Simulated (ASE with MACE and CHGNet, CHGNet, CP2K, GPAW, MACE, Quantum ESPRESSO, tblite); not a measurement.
# Machine-learned potentials runs on twisted graphene double bilayer, 21.79° (56 atoms)

Wanted: machine-learned potentials inputs and outputs for twisted graphene double bilayer, 21.79° (56 atoms), checked against a plane-wave reference.

Main program and level: ASE with MACE and CHGNet; the method is named at each step.

## 1. Set-up

The cell holds 56 atoms: 56 C. Its edges and angles: a = 6.508 Å, b = 6.509 Å, c = 24.080 Å, α = 90.0°, β = 90.0°, γ = 120.0°. It derives from C (graphene). Graphene (a = 2.46 Å) under graphene (a = 2.46 Å), double bilayer, commensurate cell of 7 unit cells a layer, twist 21.79 deg; facing planes 3.44, 3.32, 3.32 Å apart as built; 14 Å of vacuum; minimised with a classical potential. Then every atom was moved at random, 0.05 Å r.m.s. a Cartesian component. Regions: layer 1, 14 atoms (14 C); layer 2, 14 atoms (14 C); layer 3, 14 atoms (14 C); layer 4, 14 atoms (14 C). Vacuum lies along c.

The yardstick, on the same geometry:

```
method                 : Kohn-Sham DFT, PBE, SSSP efficiency 1.3.0 pseudopotentials, plane waves (Quantum ESPRESSO 7.5); sssp-pbe-1.3.0-efficiency, cutoffs 45/360 Ry, Γ point
r.m.s. force component : 3.162 eV/Å
longest force          : 12.79 eV/Å
time                   : 80 s on 4 MPI ranks of Arm Neoverse V1, shared host
CPU time               : 5.4 min
```

## 2. MACE MPA-0 medium potential

Method: machine-learned interatomic potential MACE MPA-0 medium, trained on PBE(+U) plane-wave data.

File run.py:

```python
import numpy as np
from ase.io import read
import mlip  # loads the published weights by name

atoms = read("structure.xyz")
atoms.calc = mlip.calc("mace-mpa-0-medium")
energy = atoms.get_potential_energy()
forces = atoms.get_forces()
print(f"energy {energy:.6f} eV")
print("forces (eV/A)")
for i, (a, f) in enumerate(zip(atoms, forces)):
    print(f"{i:4d} {a.symbol:2s} {f[0]:10.5f} {f[1]:10.5f} {f[2]:10.5f}")
```

File structure.xyz:

```xyz
56
Lattice="6.50850 0.00000 0.00000 -3.25425 5.63653 0.00000 0.00000 0.00000 24.08000" Properties=species:S:1:pos:R:3 pbc="T T T"
C 0.46718 1.33090 6.95190
C 1.44215 0.33988 6.86810
C -0.07416 3.77586 6.99909
C 0.88473 2.69826 7.01523
C 2.82697 0.52499 7.04725
C 0.48518 5.06019 6.98464
C 2.34589 2.93590 7.03786
C 3.17185 1.90109 6.94780
C 1.80868 5.41845 6.97670
C 2.76211 4.37863 7.02582
C 4.66012 2.12999 7.03834
C 5.63916 1.00973 7.02582
C -2.32545 4.57962 6.94708
C -1.35074 3.42639 6.97188
C 0.85043 2.63615 10.33634
C 1.89820 1.57642 10.39750
C 0.51541 5.13060 10.48636
C 1.42949 4.08677 10.32550
C 3.25578 1.95864 10.40449
C 4.25347 0.75468 10.42014
C 2.82378 4.28478 10.36283
C 3.65114 3.23413 10.47769
C 5.57791 1.13508 10.35777
C 3.25005 5.63106 10.35368
C -1.43997 3.44995 10.42255
C -0.42553 2.46068 10.40256
C 1.46191 0.27918 10.36788
C -0.95310 4.87830 10.39052
C -0.50753 5.03150 13.80699
C 0.01608 3.69948 13.83203
C 0.90514 1.06485 13.70730
C -1.84610 5.38802 13.78122
C 1.42058 3.57925 13.64012
C 1.87549 2.04133 13.68876
C 5.09866 0.26306 13.72729
C 2.44140 4.55364 13.74510
C 3.20475 1.86000 13.80266
C 3.71482 0.53000 13.67672
C 3.68349 4.35636 13.76028
C 4.21562 2.94745 13.77087
C -0.88971 2.64770 13.72849
C -0.49897 1.31664 13.78773
C 3.71678 0.46101 17.06790
C 0.91643 4.79765 17.10788
C 1.86924 2.11178 17.09415
C 2.29786 0.79515 17.13364
C 2.33053 4.62663 17.05635
C 2.89121 3.14225 17.17578
C -0.43711 1.27656 17.17386
C 0.04097 0.01854 17.14640
C 4.10742 2.85857 17.12425
C 4.62361 1.62574 17.10619
C -1.92655 5.32477 17.09222
C -1.40655 4.03102 17.10788
C -0.04442 3.73234 17.09921
C 0.51121 2.42061 17.15917
```

Run with:

```
> OMP_NUM_THREADS=1 python run.py > output.txt
```

Output:

```text
energy -506.183669 eV
forces (eV/A)
   0 C     1.47155    1.82733    0.06489
   1 C    -0.46158   -4.50062    1.26502
   2 C     6.66181   -1.67447   -0.04906
   3 C     1.30583   -0.21846   -0.10778
   4 C    -1.69755    0.69020   -1.63098
   5 C    -3.13458    2.88752    0.38373
   6 C    -5.07906    4.90588   -0.34014
   7 C     6.88839   -2.82226    1.22541
   8 C     2.70649   -3.70210    0.29783
   9 C     2.19598   -3.58928   -0.50176
  10 C    -0.26033   -1.41066   -0.70808
  11 C    -4.06637    4.55836   -0.31903
  12 C     0.06633    0.62564   -0.16197
  13 C    -6.58205    2.42213    0.22791
  14 C     9.66474    3.71294    0.04963
  15 C    -1.49126    3.75265   -0.59845
  16 C    -2.19059   -2.52117   -1.43736
  17 C    -1.93637   -4.04528    0.66546
  18 C    -0.58443   -6.63049    0.34102
  19 C    -2.35885    6.83710   -0.01408
  20 C    -3.43572    3.79900   -0.02534
  21 C     5.27560   -0.58500   -0.69067
  22 C     2.15843   -4.12428    0.33338
  23 C     1.81480    2.16084   -0.05468
[...]
48 C    -1.51917    6.54089   -0.22559
  49 C    -4.76677   -2.31959   -0.45248
  50 C    10.09971    3.73925   -0.08386
  51 C     2.50780   -7.07865    0.08434
  52 C     6.37024    1.16385    0.45158
  53 C    -1.86397   -2.55495   -0.02913
  54 C     1.55939   -0.00149    0.44744
  55 C    -2.70042   -1.73112   -0.38594
```

It took 12 s on 1 thread of Arm Neoverse V1, shared host; peak memory 0.94 GiB.

Banners, paths, timers and routine set-up lines are dropped from the logs unmarked, and long logs keep their key lines alone; longer cuts are marked.

Against the reference:

```
r.m.s. force component                  : 3.256 eV/Å
r.m.s. difference of force components   : 274.9 meV/Å
longest difference of force vectors     : 885.5 meV/Å
force difference over r.m.s. force      : 8.695 %
slope of forces against the reference's : 1.026
correlation of force components         : 0.9968
```

Local excerpt of 10 atoms (numbers count through the whole input) about C36, picked at random; x, y, z are measured from there.

```tsv
atom	x	y	z	distance (Å)	bonds	Fx	Fy	Fz (eV/Å)
C36	0.00	0.00	0.00	0.00	3	-11.53	3.13	-0.64
C39	1.24	-0.20	0.02	1.26	3	10.25	-4.50	0.42
C33	-1.02	-0.97	-0.10	1.42	3	0.50	-6.00	1.32
C35	-0.60	1.35	-0.02	1.47	3	0.67	-0.40	0.27
C32	2.22	0.83	0.04	2.37	3	-1.59	-1.09	-0.06
C40	1.77	-1.61	0.03	2.39	3	-2.00	0.53	0.05
C42	0.31	2.40	0.04	2.42	3	1.48	-0.26	-0.87
C38	-1.98	1.61	-0.07	2.56	3	-0.99	-2.21	1.56
C30	-2.43	-0.85	0.09	2.57	3	1.28	2.93	-1.29
C34	-0.57	-2.51	-0.06	2.58	3	-2.95	6.66	-0.01
```

Atoms are counted from 1 here, from 0 in the log.

Forces lie 8.7 % from the reference's, at 0.037 times its CPU time (on 1 against 4 cores).

## 3. CHGNet 0.3.0 potential

Method: machine-learned interatomic potential CHGNet 0.3.0, trained on PBE(+U) plane-wave data.

run.py, as its differences from that of step 2:

```diff
@@ -5,3 +5,3 @@
 atoms = read("structure.xyz")
-atoms.calc = mlip.calc("mace-mpa-0-medium")
+atoms.calc = mlip.calc("chgnet-0.3.0")
 energy = atoms.get_potential_energy()
```

structure.xyz is that of step 2.

Output:

```text
CHGNet v0.3.0 initialized with 412,525 parameters
CHGNet will run on cpu
energy -506.306122 eV
forces (eV/A)
   0 C     1.34149    1.59705    0.03926
   1 C    -0.23305   -4.00647    0.72943
   2 C     4.81480   -1.59363    0.05218
   3 C     1.22151   -0.04621   -0.17853
   4 C    -1.24475    0.36007   -0.87671
   5 C    -2.27103    2.31307    0.10709
   6 C    -3.88904    3.93677   -0.12033
   7 C     5.55686   -1.82411    0.47916
   8 C     2.18389   -2.90844    0.08683
   9 C     1.74683   -2.95421   -0.43318
  10 C    -0.28223   -1.54375   -0.45726
  11 C    -3.42522    4.03875   -0.11968
  12 C     0.10956    0.58017   -0.07587
  13 C    -5.63629    2.04782   -0.05421
  14 C     8.05593    3.51205   -0.04770
  15 C    -1.23549    3.37970   -0.22455
  16 C    -1.59099   -2.02220   -0.76524
  17 C    -1.84806   -4.27061    0.43406
  18 C     0.23929   -5.86921    0.06388
  19 C    -2.66935    5.89766   -0.05663
  20 C    -2.91945    3.59310   -0.21815
  21 C     4.27033   -0.56596   -0.10144
  22 C     1.68295   -3.96975    0.14960
  23 C     1.71133    2.01479    0.03400
[...]
48 C    -1.18450    5.46648   -0.25250
  49 C    -4.05679   -1.80303   -0.02461
  50 C     9.32864    3.16119   -0.29107
  51 C     2.40978   -5.82724    0.21447
  52 C     5.34706    1.02238    0.12801
  53 C    -1.57955   -2.45506    0.15788
  54 C     0.85653   -0.07622    0.13829
  55 C    -2.30462   -1.73964   -0.02004
```

Wall time 5.3 s (1 thread); peak memory 1.3 GiB.

Numbers from this run, and their distance from the reference:

```yaml
r_m_s_force_component: 2.787 eV/Å
r_m_s_difference_of_force_components: 591.5 meV/Å
longest_difference_of_force_vectors: 2125 meV/Å
force_difference_over_r_m_s_force: 18.71 %
slope_of_forces_against_the_reference_s: 0.871
correlation_of_force_components: 0.9881
```

Against the first run (8.7 %), the force difference from the reference is 19 %, at 0.44 times the CPU time.

## 4. MACE MP-0b2 small potential

Method: machine-learned interatomic potential MACE MP-0b2 small, trained on PBE(+U) plane-wave data.

run.py, as its differences from that of step 3:

```diff
@@ -5,3 +5,3 @@
 atoms = read("structure.xyz")
-atoms.calc = mlip.calc("chgnet-0.3.0")
+atoms.calc = mlip.calc("mace-mp-0b2-small")
 energy = atoms.get_potential_energy()
```

structure.xyz is that of step 3.

Output:

```text
energy -506.251343 eV
forces (eV/A)
   0 C     1.16966    1.81668   -0.02222
   1 C    -0.63491   -4.47490    1.28441
   2 C     5.84305   -1.49912   -0.12343
   3 C     1.47551   -0.20524   -0.11569
   4 C    -1.39251    0.53757   -1.77395
   5 C    -2.81724    2.64640    0.39595
   6 C    -4.52331    4.07866   -0.50186
   7 C     6.40090   -2.12793    1.32975
   8 C     2.41618   -3.40705    0.31859
   9 C     2.18627   -3.45261   -0.54804
  10 C    -0.22654   -1.40113   -0.81255
  11 C    -3.96759    4.43565   -0.36211
  12 C    -0.02716    0.58236   -0.27893
  13 C    -5.89909    2.46909    0.15837
  14 C     9.37259    4.22613    0.07563
  15 C    -1.46512    4.03810   -0.47766
  16 C    -2.32089   -2.40255   -1.31838
  17 C    -2.00931   -4.56176    0.71627
  18 C    -0.10441   -6.86835    0.42415
  19 C    -2.83903    6.98526    0.07061
  20 C    -3.29050    3.79828   -0.00262
  21 C     5.31801   -0.40777   -0.58682
  22 C     2.19255   -4.46479    0.28629
  23 C     1.76760    2.23133   -0.09263
[...]
48 C    -1.53025    5.87020   -0.17400
  49 C    -4.25686   -1.87939   -0.41840
  50 C     9.10442    3.57547    0.00513
  51 C     2.54376   -6.49507    0.19461
  52 C     5.89447    0.99012    0.60374
  53 C    -1.49528   -2.33283   -0.09486
  54 C     1.07438    0.05651    0.48748
  55 C    -2.76986   -1.77279   -0.34357
```

Wall time 9.4 s (1 thread); peak memory 0.67 GiB.

Against the reference:

* r.m.s. force component: 3.152 eV/Å
* r.m.s. difference of force components: 363.7 meV/Å
* longest difference of force vectors: 1137 meV/Å
* force difference over r.m.s. force: 11.5 %
* slope of forces against the reference's: 0.9903
* correlation of force components: 0.9934

Against the first run (8.7 %), the force difference from the reference is 12 %, at 0.79 times the CPU time.

## 5. The ladder

Differences are against the plane-wave reference, forces as r.m.s. over components; share is that over the reference's r.m.s. force, slope the least-squares factor from reference forces to these. Total energies of different programs have different zeros and aren't compared.

```tsv
run	Δ force, r.m.s. (meV/Å)	share (%)	slope	cores	CPU time	memory (GiB)
reference	-	-	-	4	5.4 min	1.6
MACE MPA-0 medium potential	275	8.70	1.026	1	12 s	0.94
CHGNet 0.3.0 potential	591	18.7	0.871	1	5.2 s	1.3
MACE MP-0b2 small potential	364	11.5	0.990	1	9.3 s	0.67
```

Times of the machine-learned potentials are mostly Python's start and the loading of weights.

CPU time is summed over cores on a shared host, where runs went side by side, so it is rough. Symmetry, cutoffs, thresholds, outputs and thread counts weren't matched or tuned between programs; memory under MPI is the largest rank's times the ranks.

## 6. Results

* nearest in forces: MACE MPA-0 medium potential, 8.7 %
* its CPU time: 12 s

**Reading.** Machine-learned potentials differ by 8.7 % (MACE MPA-0 medium potential) to 19 % (CHGNet 0.3.0 potential); they were trained on other programs' data. Machine-learned potentials mimic data converged in k, so the reference's own k-point error enters their differences. The cell is under 6 Å thick along two periodic directions, so every atom has periodic images of itself close by, which move with it and show among its neighbours and in g(r). The reference's PBE has no dispersion term, which matters for the binding between molecules or layers. One k-point is far too coarse for the carbon or group-IV sheet, and it can put spurious forces of up to about 1 eV/Å on the sheet's atoms. The electronic-structure runs sample only Γ, in a cell whose shortest periodic width is 6 Å.

[Also dropped from logs without a mark: logging warnings of Python, and SIESTA's first energy breakdown and zero terms.]

[Logs are printed without paths, hosts, clocks, repeated set-up lines and the standing remarks that a program may print on its own settings, such as how far it seeks lower states.]

[Hosts, paths, dates, database ids (printed as entryN), source tags and the programs' standing remarks are cut or masked in the printed files.]
